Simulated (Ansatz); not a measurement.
# Ge2SeN2 (Cmc2_1): band gap by G0W0 on HSE06, part 2 of 2

Wanted: the gap of Ge2SeN2 (Cmc2_1) with a many-body correction, and the time that it takes.

Ansatz 0.2.0; HSE06, then G0W0 on it, plane waves, PAW. Known limits of the many-body steps: finite bands, screening cutoff and k mesh; no spin-orbit coupling in G0W0.

So far. Step 2 (HSE06 levels on the mesh and at listed points): Over mesh and listed points the gap is 2.745 eV, from k = (0.250, -0.500, 0.250) to k = Γ. The least direct gap found is 2.897 eV, at k = Γ.

In doubt: masses and optical values from hybrid runs of this build are listed as unsure (step 3), which bears on the screening that GW takes from such a start.

**3. G0W0 on the 4×4×4 mesh**

G0W0 replaces the xc potential by a self-energy built once from the orbitals of the start. Levels are corrected in the window of bands that the input names, at points of the mesh.

This step: G0W0 on HSE06, plane waves, PAW; PAW set soft_1.

Contents of input.yaml:

```yaml
crystal:
  lattice:
    - [5.6390191657, -2.9515389733, 0.0]
    - [5.6390191657, 2.9515389733, 0.0]
    - [0.0, 0.0, 5.183237]
  atoms:
    - { symbol: Ge, position: [0.333819, 0.03403, 0.33372] }
    - { symbol: Ge, position: [0.96597, 0.666181, 0.33372] }
    - { symbol: Ge, position: [0.666181, 0.96597, 0.83372] }
    - { symbol: Ge, position: [0.03403, 0.333819, 0.83372] }
    - { symbol: Se, position: [0.289802, 0.710198, 0.174027] }
    - { symbol: Se, position: [0.710198, 0.289802, 0.674027] }
    - { symbol: "N", position: [0.346734, 0.090559, 0.681267] }
    - { symbol: "N", position: [0.909441, 0.653266, 0.681267] }
    - { symbol: "N", position: [0.653266, 0.909441, 0.181267] }
    - { symbol: "N", position: [0.090559, 0.346734, 0.181267] }
kpoints:
  mp_grid: { grid: [4, 4, 4] }
hamiltonian:
  xc: hse06
  pseudopotentials: { kind: paw, azcp: { folder: soft_1 } }
scf:
  occupations: { method: fixed }
gw:
  n_empty_bands: 946
  ecut_chi: 180.0
  qp_bands: [v3, c3]
  qp_kpoints: band_edges
  screening: { model: contour_deformation }
```

Command:

```
$ ansatz run input.yaml --threads 2 --pin off --max-ram 92160MiB --backend cuda --events-out ev --progress --plain --runs-dir out --devices 1 --max-vram 13GiB
```

Numbers of over 12 decimals in the logs are rounded to 6 here.

What it wrote:

```text
GPUs: using 1 of 1 available (devices: 1).
[...]
GPU FFT provider: cuFFT
GPU libraries: cuBLAS 13.8.2, cuFFT 12.4.0, cuSOLVER 12.3.4
Crystal: 10 atoms, lattice volume = 172.537 Å³
Basis set: ecut = 420 eV, 3383 PW (Γ)
Bands: 65, of which v1, the nominal top of the filled ones, is band 54 counted from 1 (53 counted from 0)
Symmetry: 4 space group operations
[...]
k-points: 21 of 64 (time reversal used)
[...]
GPU buffer pool allocated for 72900 grid points (all kernels)
[...]
SCF iter   1: F=—  HF=-29658.006400 eV  |F-HF|=—  |Δ(HF+E_count)|=         —  Δρ=9.23e-2  dr2=1.52e1  ethr=1.00e-1  ⟨swp⟩=5.2  Hψ=4118  notcnv=0
[...]
SCF iter   6: F=-29654.352172 eV  HF=-29654.352082 eV  |F-HF|=9.01e-5  |Δ(HF+E_count)|=   1.29e-4  Δρ=4.29e-4  dr2=1.04e-4  ethr=8.84e-7  ⟨swp⟩=4.0  Hψ=4308  notcnv=0
SCF 1 stopped early in 6 iterations: F = -29654.352172 eV  dr2 = 1.04e-4
[...]
GPU FFT provider: cuFFT
GPU libraries: cuBLAS 13.8.2, cuFFT 12.4.0, cuSOLVER 12.3.4
[...]
GPU buffer pool allocated for 72900 grid points (all kernels)
[...]
Frozen-core exchange: fock
SCF iter   1: F=—  HF=-29660.624481 eV  |F-HF|=—  |Δ(HF+E_count)|=         —  Δρ=9.05e-3  dr2=6.48e-2  ethr=9.66e-7  ⟨swp⟩=8.9  Hψ=7448  notcnv=0
[...]
SCF iter   6: F=-29660.612860 eV  HF=-29660.612861 eV  |F-HF|=1.12e-6  |Δ(HF+E_count)|=   8.56e-6  Δρ=2.63e-5  dr2=5.20e-6  ethr=3.93e-8  ⟨swp⟩=3.1  Hψ=3578  notcnv=0
SCF 2 stopped early in 6 iterations: F = -29660.612860 eV  dr2 = 5.20e-6
[...]
hybrid outer 1: dexx = +4.692e-2 eV, tail = 3.58e-4 eV
GPU FFT provider: cuFFT
GPU libraries: cuBLAS 13.8.2, cuFFT 12.4.0, cuSOLVER 12.3.4
GPU buffer pool allocated for 72900 grid points (all kernels)
[...]
Frozen-core exchange: fock
SCF iter   1: F=—  HF=-29660.613298 eV  |F-HF|=—  |Δ(HF+E_count)|=         —  Δρ=6.11e-5  dr2=3.04e-6  ethr=1.66e-6  ⟨swp⟩=3.8  Hψ=3185  notcnv=0
[...]
SCF iter   4: F=-29660.613304 eV  HF=-29660.613304 eV  |F-HF|=2.90e-8  |Δ(HF+E_count)|=   1.86e-6  Δρ=4.90e-6  dr2=3.49e-8  ethr=1.98e-11  ⟨swp⟩=7.7  Hψ=6039  notcnv=0  defer=28
SCF 3 converged in 4 iterations: F = -29660.613304 eV  dr2 = 3.49e-8
[...]
NSCF: frozen V_eff on 21 k-points
Exchange-term sweep: 0 of 21 (spin, k) points
Exchange-term sweep: 2 of 21 (spin, k) points
Exchange-term sweep: 3 of 21 (spin, k) points
Exchange-term sweep: 4 of 21 (spin, k) points
Exchange-term sweep: 5 of 21 (spin, k) points
Exchange-term sweep: 6 of 21 (spin, k) points
Exchange-term sweep: 7 of 21 (spin, k) points
Exchange-term sweep: 8 of 21 (spin, k) points
Exchange-term sweep: 9 of 21 (spin, k) points
Exchange-term sweep: 10 of 21 (spin, k) points
Exchange-term sweep: 11 of 21 (spin, k) points
Exchange-term sweep: 12 of 21 (spin, k) points
Exchange-term sweep: 13 of 21 (spin, k) points
Exchange-term sweep: 14 of 21 (spin, k) points
Exchange-term sweep: 15 of 21 (spin, k) points
Exchange-term sweep: 16 of 21 (spin, k) points
Exchange-term sweep: 17 of 21 (spin, k) points
Exchange-term sweep: 18 of 21 (spin, k) points
Exchange-term sweep: 19 of 21 (spin, k) points
Exchange-term sweep: 20 of 21 (spin, k) points
Exchange-term sweep: 21 of 21 (spin, k) points
G₀W₀ screening: q 1/21
[... further progress lines ...]
[...]
Free energy (F): -29660.613304 eV
Frozen-core exchange: fock
[...]
Internal energy: -29660.613304 eV  (E = F + TS)
E sigma→0 (E₀):  -29660.613304 eV
Fermi energy:    6.119576 eV
[...]
--- Band table (eV; the first three rows and the last of 21) ---
  k-point 0: bands = [... 50 lower, 4.9368, 5.7420, 5.8431, 5.9678, 8.8647, 10.2361, 10.2665, 11.7231, ... 1 higher]
  k-point 1: bands = [... 50 lower, 5.0044, 5.6123, 5.6753, 5.7418, 9.6034, 10.3296, 10.5987, 11.1108, ... 1 higher]
  k-point 2: bands = [... 50 lower, 5.3257, 5.3257, 5.7708, 5.7708, 10.2078, 10.2078, 10.3142, 10.3142, ... 1 higher]
  k-point 20: bands = [... 50 lower, 4.7698, 4.7698, 5.5337, 5.5337, 10.9081, 10.9081, 11.1737, 11.1737, ... 1 higher]
  guard bands above this table: 6 of the run's 65 bands. The solve was not asked for them (output.publish_guard_bands: true or output.eigenvalues: true publishes all)
--- G₀W₀: contour deformation, 7 samples at zero and on the imaginary axis and 2 off it, 64 q-points, 946 empty bands' worth ---
  eigenvalues of the whole cell's RPA ε∞ on this k-mesh (on a slab, of 1 + 4πα/V) = 4.2198, 4.2950, 5.7159; static W/v taken at q = 0 is 0.213845
  gw.qp_kpoints: band_edges: 20 of 21 stored k-points solved, in 1 pass; an edge of the gap read off the rows below is read off those points alone
    valence top: of the k-points left out ik 20 came nearest to being solved in a further pass, in band 54 (counted from 1, as in the quasiparticle table): it holds the edge there only if its correction is more favourable than any solved in that band by at least 0.448 eV; those differ by 0.188 eV
    conduction bottom: of the k-points left out ik 20 came nearest to being solved in a further pass, in band 56 (counted from 1, as in the quasiparticle table): it holds the edge there only if its correction is more favourable than any solved in that band by at least 1.949 eV; those differ by 0.146 eV
    ik  band        ε_KS         Σx   Σc(E_QP)       V_xc       Z   E_QP_lin       E_QP  E_QP is
     0    52      5.7420   -20.2559     1.9161   -18.0346  0.7906     5.4360     5.4368  root
     0    53      5.8431   -18.4318     1.9342   -15.9882  0.7870     5.3304     5.3337  root
     0    54      5.9678   -18.4992     1.8086   -16.1810  0.7891     5.4550     5.4581  root
     0    55      8.8647   -12.0926    -3.6464   -15.9689  0.8139     9.0949     9.0945  root
     0    56     10.2361    -8.2776    -3.8262   -12.2397  0.8220    10.3722    10.3720  root
     0    57     10.2665   -10.9892    -3.9036   -15.1373  0.8130    10.5115    10.5110  root
     1    52      5.6123   -20.2342     2.0013   -17.9280  0.7893     5.3066     5.3075  root
     1    53      5.6753   -17.8930     1.8140   -15.5309  0.7877     5.1233     5.1272  root
     1    54      5.7418   -18.4388     1.9499   -16.0119  0.7852     5.2619     5.2648  root
     1    55      9.6034   -12.2594    -3.7717   -16.2920  0.8095     9.8649     9.8644  root
     1    56     10.3296   -11.3942    -3.9375   -15.5945  0.8104    10.5930    10.5925  root
     1    57     10.5987    -9.5693    -3.9434   -13.7252  0.8129    10.8117    10.8113  root
     2    52      5.3257   -20.2566     2.2412   -17.7238  0.7853     5.0334     5.0342  root
     2    53      5.7708   -18.4981     1.9648   -16.0750  0.7857     5.3099     5.3124  root
     2    54      5.7708   -18.4981     1.9648   -16.0750  0.7857     5.3099     5.3124  root
     2    55     10.2078   -11.7040    -3.9669   -15.9392  0.8088    10.4767    10.4761  root
     2    56     10.2078   -11.7040    -3.9669   -15.9392  0.8088    10.4767    10.4761  root
     2    57     10.3142   -10.0497    -4.0954   -14.3692  0.8166    10.5388    10.5384  root
     3    52      5.1696   -18.5887     2.0440   -16.1008  0.7843     4.7232     4.7258  root
     3    53      5.7395   -18.4590     1.9662   -16.0017  0.7866     5.2454     5.2484  root
     3    54      5.9216   -18.6796     1.8885   -16.3193  0.7882     5.4472     5.4498  root
     3    55      9.6472   -12.3100    -3.8100   -16.3881  0.8089     9.9159     9.9153  root
     3    56     10.3788    -9.6812    -3.9355   -13.8155  0.8154    10.5778    10.5774  root
     3    57     10.7355    -9.8615    -4.0399   -14.1187  0.8128    10.9532    10.9528  root
     4    52      5.2076   -19.6318     2.3223   -16.9699  0.7815     4.8667     4.8680  root
     4    53      5.8744   -18.7073     1.9415   -16.3084  0.7875     5.4145     5.4170  root
     4    54      6.0165   -18.2285     1.7892   -15.9060  0.7896     5.4799     5.4833  root
     4    55      9.9988   -11.8026    -3.9381   -16.0072  0.8086    10.2659    10.2653  root
     4    56     10.2965   -10.4557    -3.9932   -14.6828  0.8127    10.5309    10.5305  root
     4    57     10.7547   -10.2791    -4.0413   -14.5524  0.8109    10.9873    10.9868  root
     5    52      5.1084   -19.3712     2.2758   -16.7268  0.7818     4.7381     4.7398  root
     5    53      6.0445   -18.6222     1.8719   -16.2729  0.7888     5.5645     5.5671  root
     5    54      6.0445   -18.6222     1.8719   -16.2729  0.7888     5.5645     5.5671  root
     5    55     10.2406   -10.6758    -4.0527   -14.9682  0.8126    10.4808    10.4803  root
     5    56     10.2406   -10.6758    -4.0527   -14.9682  0.8126    10.4808    10.4803  root
     5    57     10.8427   -10.7784    -4.1220   -15.1544  0.8079    11.0972    11.0966  root
     6    52      4.7782   -17.7937     2.0111   -15.2559  0.7811     4.2474     4.2515  root
     6    53      5.6881   -18.1880     1.9780   -15.7003  0.7861     5.1751     5.1784  root
     6    54      5.9878   -19.0799     2.0891   -16.5719  0.7854     5.5669     5.5690  root
     6    55     10.5204   -11.1185    -4.0301   -15.4078  0.8073    10.7802    10.7796  root
[...]
18    52      5.5453   -21.2580     2.6707   -18.3934  0.7788     5.3509     5.3513  root
    18    53      6.0557   -17.7827     1.6525   -15.5397  0.7921     5.4610     5.4652  root
    18    54      6.1096   -17.7094     1.6638   -15.4456  0.7916     5.5052     5.5097  root
    18    55     10.2077   -11.8750    -4.1527   -16.3101  0.8094    10.4908    10.4901  root
    18    56     10.9828   -10.2242    -4.1664   -14.6114  0.8063    11.2041    11.2036  root
    18    57     11.4971   -10.4507    -4.3898   -15.1035  0.8085    11.7609    11.7602  root
    19    52      5.2556   -21.1049     2.7750   -18.1322  0.7768     5.0575     5.0579  root
    19    53      5.7531   -17.5689     1.7616   -15.2415  0.7892     5.1832     5.1873  root
    19    54      5.8183   -17.4955     1.7903   -15.1194  0.7883     5.2280     5.2325  root
    19    55     10.7029   -11.1999    -4.1236   -15.5917  0.8072    10.9717    10.9711  root
    19    56     10.8664   -10.3147    -4.1111   -14.6459  0.8090    11.0869    11.0864  root
    19    57     11.4768   -10.1609    -4.3005   -14.7117  0.8076    11.7278    11.7271  root
```

Wall time 8.7 min (1 × NVIDIA H100 80GB HBM3 (shared by 6 runs) with 2 threads of AMD EPYC 7R13 (Zen 3), shared host); peak memory 6.5 GiB.

Numbers from this step:

| Item | Value |
| --- | --- |
| bands summed | 1000 |
| RPA ε∞ on this mesh (eigenvalues) | 4.220, 4.295, 5.716 |
| plane waves in the screening matrix | 945 |
| q-points in the mesh | 64 |
| G0W0 gap over the corrected points | 3.526 eV |
| k of the valence top | 0, -0.5, 0 |
| k of the conduction bottom | 0, 0, 0 |
| starting gap on the mesh | 2.745 eV |
| Z at the valence top | 0.7854 |
| Z at the conduction bottom | 0.8139 |
| least direct G0W0 gap over the corrected points | 3.636 eV |

Over 20 of 21 irreducible mesh points the G0W0 gap is 3.526 eV, from k = (0.000, -0.500, 0.000) to k = Γ. The HSE06 gap of this run on the mesh is 2.745 eV. Other states bound it: the two that bound the G0W0 gap lie 2.877 eV apart in HSE06, so state for state the correction is 3.526 − 2.877 = +0.649 eV, while gap against gap it is 3.526 − 2.745 = +0.781 eV.

Labels follow the order of the start: v1 is the top filled band, c1 the lowest empty one; levels that stay degenerate share a row, the window can cut a multiplet, doubted levels are not marked in this list, bands outside the window were not corrected, and the list may be a part of the corrected levels. The levels before and after the correction (eV, zero at the valence-band top of each column):

```csv
,conduction bottom,valence top
HSE06,2.75,0.00
G0W0,3.53,0.00
```

```csv
,level,occupation,energy (eV)
HSE06,Γ v3,2,-0.378
HSE06,Γ v2,2,-0.277
HSE06,Γ v1,2,-0.152
HSE06,Γ c1,0,2.745
HSE06,Γ c2,0,4.117
HSE06,Γ c3,0,4.147
HSE06,(0 -0.5 0) v3,2,-1.341
HSE06,(0 -0.5 0) v2,2,-0.431
HSE06,(0 -0.5 0) v1,2,-0.132
HSE06,(0 -0.5 0) c1,0,4.401
HSE06,(0 -0.5 0) c2,0,4.462
HSE06,(0 -0.5 0) c3,0,4.979
G0W0,Γ v3,2,-0.132
G0W0,Γ v2,2,-0.235
G0W0,Γ v1,2,-0.111
G0W0,Γ c1,0,3.526
G0W0,Γ c2,0,4.803
G0W0,Γ c3,0,4.942
G0W0,(0 -0.5 0) v3,2,-1.317
G0W0,(0 -0.5 0) v2,2,-0.391
G0W0,(0 -0.5 0) v1,2,0.000
G0W0,(0 -0.5 0) c1,0,5.211
G0W0,(0 -0.5 0) c2,0,5.295
G0W0,(0 -0.5 0) c3,0,5.708
```

The parts of the quasiparticle energy for the two states that bound the G0W0 gap, in eV on the run's own scale (QP = start + Σx + Σc − Vxc, with Σc at the quasiparticle energy):

```
             edge                       k  band  start       Σx      Σc      Vxc      Z     QP
      valence top  (0.000, -0.500, 0.000)    54  5.988  −19.080   2.089  −16.572  0.785  5.569
conduction bottom                       Γ    55  8.865  −12.093  −3.646  −15.969  0.814  9.095
```

For a hybrid start, Vxc holds its share of exact exchange.

**4. Side by side**

Each gap is the least one over the points named; times are wall times on shared hosts, not benchmarks. A G0W0 time includes the run's own self-consistent start. Runs with listed points see these and the mesh alone, so an edge that moves elsewhere is missed.

```csv
level,mesh,"files, cutoff","bands summed, screening",points,gap (eV),valence top,conduction bottom,least direct gap (eV),time
HSE06,4×4×4,"soft_1 PAW, 420 eV",-,mesh and listed points,2.745,"(0.250, -0.500, 0.250)",Γ,2.897,85 s
G0W0@HSE06,4×4×4,"soft_1 PAW, 420 eV","1000, 180 eV",20 of 21 irreducible mesh points,3.526,"(0.000, -0.500, 0.000)",Γ,3.636,8.7 min
```

**5. What came out**

* HSE06 gap over mesh and listed points: 2.745 eV, from k = (0.250, -0.500, 0.250) to k = Γ
* G0W0@HSE06 gap over 20 of 21 irreducible mesh points: 3.526 eV, from k = (0.000, -0.500, 0.000) to k = Γ
* GW settings: 4×4×4 mesh, 946 empty bands, screening to 180 eV, PAW set soft_1 files
* known limits: finite bands, screening cutoff and k mesh; no spin-orbit coupling in G0W0

What this shows: Over 20 of 21 irreducible mesh points the G0W0 gap is 3.526 eV, from k = (0.000, -0.500, 0.000) to k = Γ. The HSE06 gap of this run on the mesh is 2.745 eV. Other states bound it: the two that bound the G0W0 gap lie 2.877 eV apart in HSE06, so state for state the correction is 3.526 − 2.877 = +0.649 eV, while gap against gap it is 3.526 − 2.745 = +0.781 eV. The valence state moves by 5.569 − 5.988 = −0.419 eV and the conduction state by 9.095 − 8.865 = +0.230 eV, on the run's own scale; how far single levels stand from their limit in bands is not shown. Both edges that HSE06 shows over mesh and listed points lie at k points where levels were corrected. G0W0 has the valence top at another k point than that. Levels at other points were not corrected, so a lower G0W0 gap elsewhere in the zone is not ruled out. No second run with other bands and screening cutoff is shown, so the distance to the basis limit is not known. On another start, G0W0@PBE runs of this series (4×4×4 mesh, soft_1 PAW; not shown as steps) give 2.891 eV with 209 bands and 54 eV, 2.947 eV with 493 bands and 108 eV and 2.895 eV with 1000 bands and 180 eV. G0W0 on other starts in this series, not shown as steps and not all at these settings: 2.895 eV on PBE (4×4×4, soft_1 PAW, 1000 bands, 180 eV). Two runs of this series at another level, not shown as steps, test spin-orbit coupling. PBE+SOC against PBE: 1.626 − 1.693 = −0.067 eV. Mesh, set of files and cutoff are the same, but the valence top lies at another k point, so this need not be the shift of one pair of states. The spin-orbit run sees mesh and listed points alone, so its gap is an upper bound: the coupling can move an edge off these points, the more so as this crystal has no centre of inversion, and the change over the zone, its sign included where it is small, is not known. What spin-orbit coupling does to the G0W0 levels was not computed, so no sum with the G0W0 gap is formed. The G0W0 runs are scalar-relativistic. No pair of G0W0 runs that differ in the mesh alone is shown (4×4×4 is a supercell whose nearest images lie 21 Å apart), so the error from the mesh is not known here. G0W0 is shown with one set of atomic data (soft_1 PAW), so the error from the files is not known here.

[Paths, hosts, dates, memory and timing lines, banners, echoed tables and standing remarks are left out of the program output.]

[Logs are printed without paths, hosts, clocks, repeated set-up lines and the standing remarks that a program may print on its own settings, such as how far it seeks lower states.]

[Runs of the session that timed out or met a known fault of the program may be left out.]

[Cells called generated may have been cut or substituted from an entry of the Crystallography Open Database or the Materials Project.]

[Hosts, paths, dates, database ids (printed as entryN), source tags and the programs' standing remarks are cut or masked in the printed files.]

[Where an RPA ε∞ is given, it is that of the G0W0 mesh and is not shown converged in it. Names of k-points follow the symmetry that the program found, which can be lower than the space group named. Band edges on a path are those of the sampled points; other points can move an edge, and change direct to indirect where valleys lie close.]

[Hybrid gaps are those of their k-mesh and are not shown converged in it.]
